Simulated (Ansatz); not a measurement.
# Phonons of LaIn (Pm-3m) against volume, part 2 of 2

Aim: how the phonons of LaIn (Pm-3m) shift with volume, and the thermal expansion that follows.

Ansatz 0.2.0; DFT PBEsol, scalar-relativistic, plane waves, PAW; PAW set soft_1.

So far, highest frequency on the path or at a solved wavevector (cm⁻¹): step 2 (response at finite wavevector) 154.

## 4. Phonons at the other volume, volume ratio 0.97

The phonons are repeated at this volume on the same k and q meshes.

Input file input.yaml:

```yaml
crystal:
  lattice:
    - [3.8541689254, 0.0, 0.0]
    - [0.0, 3.8541689254, 0.0]
    - [0.0, 0.0, 3.8541689254]
  atoms:
    - { symbol: La, position: [0.5, 0.5, 0.5] }
    - { symbol: In, position: [0.0, 0.0, 0.0] }
kpoints:
  mp_grid: { grid: [12, 12, 12] }
hamiltonian:
  xc: pbesol
  pseudopotentials: { kind: paw, azcp: { folder: soft_1 }, xc_functional: pbe }
scf:
  occupations: { method: methfessel_paxton, width: 0.2 }
output:
  eigenvalues: true
phonons:
  method: dfpt
  qmesh: [4, 4, 4]
  temperatures: { t_max: 1000, t_step: 50 }
  qpath:
    path:
      - [[0.0, 0.0, 0.0], [0.0, 0.5, 0.0], [0.5, 0.5, 0.0], [0.0, 0.0, 0.0], [0.5, 0.5, 0.5], [0.0, 0.5, 0.0]]
      - [[0.5, 0.5, 0.5], [0.5, 0.5, 0.0]]
    npoints: 10
```

Launch:

```console
$ ansatz run input.yaml --threads 4 --pin off --max-ram 10240MiB --backend cpu --events-out ev --progress --plain --runs-dir out
```

Numbers of over 12 decimals in the logs are rounded to 6 here.

The log of the run:

```text
[...]
Crystal: 2 atoms, lattice volume = 57.252 Å³
Basis set: ecut = 420 eV, 1141 PW (Γ), exchange–correlation on 54×54×54 points (8 copies of the dense FFT grid, shifted against one another)
Bands: 16, of which v1, the nominal top of the filled ones, is band 12 counted from 1 (11 counted from 0)
Symmetry: 48 space group operations
k-points: 84 of 1728
[...]
SCF iter   1: F=—  HF=-11688.679203 eV  |F-HF|=—  |Δ(HF+E_count)|=         —  Δρ=3.99e-2  dr2=1.81e0  ethr=3.10e-3  ⟨swp⟩=4.0  Hψ=5488  notcnv=0
[...]
SCF iter  10: F=-11687.987105 eV  HF=-11687.987105 eV  |F-HF|=5.46e-12  |Δ(HF+E_count)|=  1.27e-11  S|Δr|=    0.00e0  Δρ=4.91e-8  dr2=1.08e-12  ethr=1.00e-12  ⟨swp⟩=5.8  Hψ=6165  notcnv=0
SCF 1 converged in 10 iterations: F = -11687.987105 eV  dr2 = 1.08e-12
[...]
SCF iter   3: F=-11687.987105 eV  HF=-11687.987105 eV  |F-HF|=0.00e0  |Δ(HF+E_count)|=  1.46e-11  S|Δr|=    0.00e0  Δρ=8.59e-8  dr2=2.10e-12  ethr=1.00e-12  ⟨swp⟩=1.0  Hψ=3024  notcnv=0
SCF 2 converged in 3 iterations: F = -11687.987105 eV  dr2 = 2.10e-12
[...]
NSCF: frozen V_eff on 84 k-points
[...]
SCF converged after 10 iterations
[...]
Free energy (F): -11687.987105 eV
[...]
Internal energy: -11687.991271 eV  (E = F + TS)
E sigma→0 (E₀):  -11687.988146 eV
Entropy (-TS):   0.004166 eV (2.083 meV/atom)
Fermi energy:    11.785258 eV
[...]
--- Band table (eV; the first three rows and the last of 84) ---
  k-point 0: bands = [... 8 lower, -2.2895, 4.6331, 11.2861, 11.2861, 13.3593, 13.3593, 13.3593, 13.6843]
  k-point 1: bands = [... 8 lower, -2.2847, 4.7389, 11.3013, 11.3131, 13.2712, 13.3266, 13.3266, 13.6707]
  k-point 2: bands = [... 8 lower, -2.2717, 5.0414, 11.1892, 11.3901, 13.1281, 13.2050, 13.2050, 13.6302]
  k-point 83: bands = [... 8 lower, -2.1737, 8.7707, 9.1844, 9.1844, 9.1844, 13.7199, 13.7199, 13.7199]
[...]
ASR residual: 5.264e-5 → 0.000e0 eV/Å²; symmetrization residual: 6.201e-6 eV/Å²
  ASR residual per site (eV/Å²): 5.26e-5 1.01e-5
  Γ frequencies (cm⁻¹): 0.00 0.00 0.00 109.95 109.95 109.95
--- Phonons (arbitrary-q DFPT): 10 irreducible q on the 4×4×4 mesh ---
[...]
interpolated dispersion: 62 rows × 6 modes
[...]
```

Wall time 7.8 min (4 threads of Arm Neoverse V2, shared host); peak memory 2.9 GiB; 30 min of CPU time.

This step gave:

- sum-rule residual before enforcement: 5.26e-5 eV/Å²
- lowest frequency on the path: -20.20 cm⁻¹
- highest frequency on the path or at a solved wavevector: 161.8 cm⁻¹
- highest optical mode at the zone centre (no LO-TO term): 110.0 cm⁻¹
- lowest optical zone-centre mode: 110.0 cm⁻¹
- lowest mode on the q mesh (acoustic modes at Γ apart): -20.2 cm⁻¹

Frequencies (cm⁻¹) solved at each irreducible wavevector; negative means imaginary. Frequencies by wavevector, by row:

```
q in reciprocal lattice units  star  mode 1  mode 2  mode 3  mode 4  mode 5  mode 6
                        0 0 0     1       0       0       0     110     110     110
                     0 0 0.25     6      51      51    61.9   103.4   103.4   120.9
                     0 0 -0.5     3    84.6    84.6    87.6    87.6   104.6   117.2
                  0 0.25 0.25    12    14.6    64.3    89.4    98.3   106.8     140
                  0 0.25 -0.5    12    50.7      55    74.6    89.8   140.3   144.6
                  0 -0.5 -0.5     3   -20.2   -20.2    65.4    93.4   161.8   161.8
               0.25 0.25 0.25     8    55.1    55.1    64.5   126.1   129.9   129.9
               0.25 0.25 -0.5    12    23.7    63.9    93.5   106.7   141.7   148.2
               0.25 -0.5 -0.5     6    65.7    65.7   101.5   103.7   151.5   151.5
               -0.5 -0.5 -0.5     1   112.5   112.5   112.5   123.7   123.7   123.7
```

The highest optical mode at the zone centre (no LO-TO term) is 110.0 cm⁻¹, +6.9 cm⁻¹ against the base run.

## 5. Relaxing at another volume, volume ratio 1.03

The volume is scaled by 1.03 and held; symmetry leaves nothing to relax, so this is a single point. The modes can then be followed against volume.

input.yaml, the sections that differ from step 4:

```yaml
crystal:
  lattice:
    - [3.9320519074, 0.0, 0.0]
    - [0.0, 3.9320519074, 0.0]
    - [0.0, 0.0, 3.9320519074]
  atoms:
    - { symbol: La, position: [0.5, 0.5, 0.5] }
    - { symbol: In, position: [0.0, 0.0, 0.0] }
output:
  forces: true
  stress: true
  eigenvalues: true
# kpoints, hamiltonian, scf: as in step 4
# phonons: removed
```

The log of the run:

```text
[...]
Crystal: 2 atoms, lattice volume = 60.794 Å³
Basis set: ecut = 420 eV, 1213 PW (Γ), exchange–correlation on 54×54×54 points (8 copies of the dense FFT grid, shifted against one another)
Bands: 16, of which v1, the nominal top of the filled ones, is band 12 counted from 1 (11 counted from 0)
Symmetry: 48 space group operations
[...]
k-points: 84 of 1728
[...]
--- Band table (eV; the first three rows and the last of 84) ---
  k-point 0: bands = [... 8 lower, -3.0798, 3.9912, 10.5364, 10.5364, 12.4058, 12.4058, 12.4058, 12.7042]
  k-point 1: bands = [... 8 lower, -3.0768, 4.0873, 10.5389, 10.5628, 12.3256, 12.3795, 12.3795, 12.6927]
  k-point 2: bands = [... 8 lower, -3.0687, 4.3635, 10.3898, 10.6383, 12.2035, 12.2811, 12.2811, 12.6583]
  k-point 83: bands = [... 8 lower, -2.9803, 7.8952, 8.5520, 8.5520, 8.5520, 12.7250, 12.7250, 12.7250]
[key lines of the parts left out:]
SCF converged after 7 iterations
Free energy (F): -11687.988048 eV
Fermi energy:    10.983605 eV
P = ⅓ Tr σ = -1.5082 GPa (-15.082 kbar)
```

Elapsed: 1.6 s, on 4 threads; peak memory 0.52 GiB.

This step gave:

```
pressure        : -1.508 GPa
volume per atom : 30.40 Å³
```

The run ends at a pressure of -1.51 GPa.

## 6. Phonons at the other volume, volume ratio 1.03

The phonons are repeated at this volume on the same k and q meshes.

input.yaml, as its differences from that of step 5:

```diff
@@ -16,4 +16,11 @@
 output:
-  forces: true
-  stress: true
   eigenvalues: true
+phonons:
+  method: dfpt
+  qmesh: [4, 4, 4]
+  temperatures: { t_max: 1000, t_step: 50 }
+  qpath:
+    path:
+      - [[0.0, 0.0, 0.0], [0.0, 0.5, 0.0], [0.5, 0.5, 0.0], [0.0, 0.0, 0.0], [0.5, 0.5, 0.5], [0.0, 0.5, 0.0]]
+      - [[0.5, 0.5, 0.5], [0.5, 0.5, 0.0]]
+    npoints: 10
```

The log of the run:

```text
[...]
Crystal: 2 atoms, lattice volume = 60.794 Å³
Basis set: ecut = 420 eV, 1213 PW (Γ), exchange–correlation on 54×54×54 points (8 copies of the dense FFT grid, shifted against one another)
Bands: 16, of which v1, the nominal top of the filled ones, is band 12 counted from 1 (11 counted from 0)
Symmetry: 48 space group operations
k-points: 84 of 1728
[...]
Γ frequencies (cm⁻¹): 0.00 0.00 0.00 96.57 96.57 96.57
--- Phonons (arbitrary-q DFPT): 10 irreducible q on the 4×4×4 mesh ---
[...]
interpolated dispersion: 62 rows × 6 modes
[...]
zero-point energy: 0.031185 eV/cell   skipped modes (ω ≤ 0): 3   left out of the sums: 1.22e-4 of the cell's modes: C_V's classical limit lies that fraction below 3 k_B per atom; for a crystal, a wire or a layer, F and S can be off by more, and a phonons.interpolated_qmesh denser along its periods is the remedy for the sampling
[key lines of the parts left out:]
SCF converged after 10 iterations
Free energy (F): -11687.988048 eV
Fermi energy:    10.983608 eV
```

Elapsed: 9.2 min, on 4 threads; peak memory 3 GiB; 36 min of CPU time.

Numbers from this step:

- sum-rule residual before enforcement: 5.22e-5 eV/Å²
- lowest frequency on the path: 0 cm⁻¹
- highest frequency on the path or at a solved wavevector: 146.3 cm⁻¹
- mean frequency: 83.8 cm⁻¹
- Debye temperature (second moment): 168 K
- logarithmic mean frequency: 75.8 cm⁻¹
- highest optical mode at the zone centre (no LO-TO term): 96.57 cm⁻¹
- lowest optical zone-centre mode: 96.57 cm⁻¹
- lowest mode on the q mesh (acoustic modes at Γ apart): 15.65 cm⁻¹
- zero-point energy per atom: 15.59 meV
- heat capacity at 300 K: 24.55 J/(mol atoms K)
- vibrational entropy at 300 K: 50.37 J/(mol atoms K)

The highest optical mode at the zone centre (no LO-TO term) is 96.6 cm⁻¹, -6.5 cm⁻¹ against the base run.

## 7. Grüneisen parameters

The Grüneisen parameter of a mode is minus the logarithmic change of its frequency with volume, −d ln ω / d ln V; weighted by heat capacity it gives the expansion.

Numbers from this step:

* bulk modulus: 54.5 GPa

The phonon branches at the labelled points (cm⁻¹):

```
    point  branch 1  branch 2  branch 3  branch 4  branch 5  branch 6
        Γ         0         0         0       103       103       103
  halfway        49        49        59        97        97       115
        X        80        80        83        83       101       112
  halfway        50        54        70        85       134       138
        M        -7        -7        61        89       154       154
  halfway        17        61        86        92       102       132
        Γ         0         0         0       103       103       103
  halfway        53        53        63       120       123       123
        R       108       108       108       118       118       118
  halfway        26        62        88       101       135       141
        X        80        80        83        83       101       112
jump to R       108       108       108       118       118       118
  halfway        64        64        96        98       144       144
        M        -7        -7        61        89       154       154
```

The same for volume x 0.97:

```
point  branch 1  branch 2  branch 3  branch 4  branch 5  branch 6
    Γ         0         0         0       110       110       110
    X        85        85        88        88       105       117
    M       -20       -20        65        93       162       162
    Γ         0         0         0       110       110       110
    R       112       112       112       124       124       124
    X        85        85        88        88       105       117
    R       112       112       112       124       124       124
    M       -20       -20        65        93       162       162
```

The same for volume x 1.03:

```
point  branch 1  branch 2  branch 3  branch 4  branch 5  branch 6
    Γ         0         0         0        97        97        97
    X        76        76        78        78        97       107
    M        16        16        57        84       146       146
    Γ         0         0         0        97        97        97
    R       104       104       104       111       111       111
    X        76        76        78        78        97       107
    R       104       104       104       111       111       111
    M        16        16        57        84       146       146
```

The first set of phonon branches as a text plot (rows in cm⁻¹):

```
    158 |
    150 |            *****                                    ***
    143 |           **   ****                      **       **
    135 |          *      *  *           ****    ******    *
    128 |         **          *          *****  **   *
    120 |    **   *        **          **    ****     **  *
    113 |  **  ***             **    **          **    *** *
    105 |**      *           *   ****  *     ***** *    * ***
     97 |  *** **             ***   *        *  * * **   *  **
     90 |     *      *********       **     *    * ** *       ***
     82 |     *******        **                  *   ***** *  *
     75 |      * ***       **        ***   **     *    **   *  *
     67 |    **   * **   ****            **       **  *      *  *
     59 |   **     *  *** *  * *        *  *        ** *
     52 |   *                 *     *   ***
     44 |           *    *     **      *           *  *
     37 |  *         *               **                       *
     29 |  *         *          *  *                **         *
     22 | *           * *        *  *
     14 |*                ******** *                            *
      6 |                *       *
     -1 |                         *
     -9 |              **
    -16 |
         Γ      X      M          Γ            R        X|R     M
```

## 8. Summary of results

```json
{"bulk modulus": "54.5 GPa"}
```

**Reading.** No expansion is given, because modes are imaginary at one volume or more. The highest optical mode at Γ goes from 110 to 97 cm⁻¹ as the cell grows, a Grüneisen parameter of 2.16. Branches are matched by rank, so values near crossings are rough. With no gap, or one that is small against the smearing, the frequencies hang on the k mesh and the smearing, most of all near Kohn anomalies. Spin-orbit coupling is left out, which can matter for the heavy elements here. The PAW files were made for PBE and serve the other functionals too. A phonon run warned that its eigensolver left some bands unconverged in a pass.

[Logs are printed without paths, hosts, clocks, repeated set-up lines and the standing remarks that a program may print on its own settings, such as how far it seeks lower states.]

[Hosts, paths, dates, database ids (printed as entryN), source tags and the programs' standing remarks are cut or masked in the printed files.]
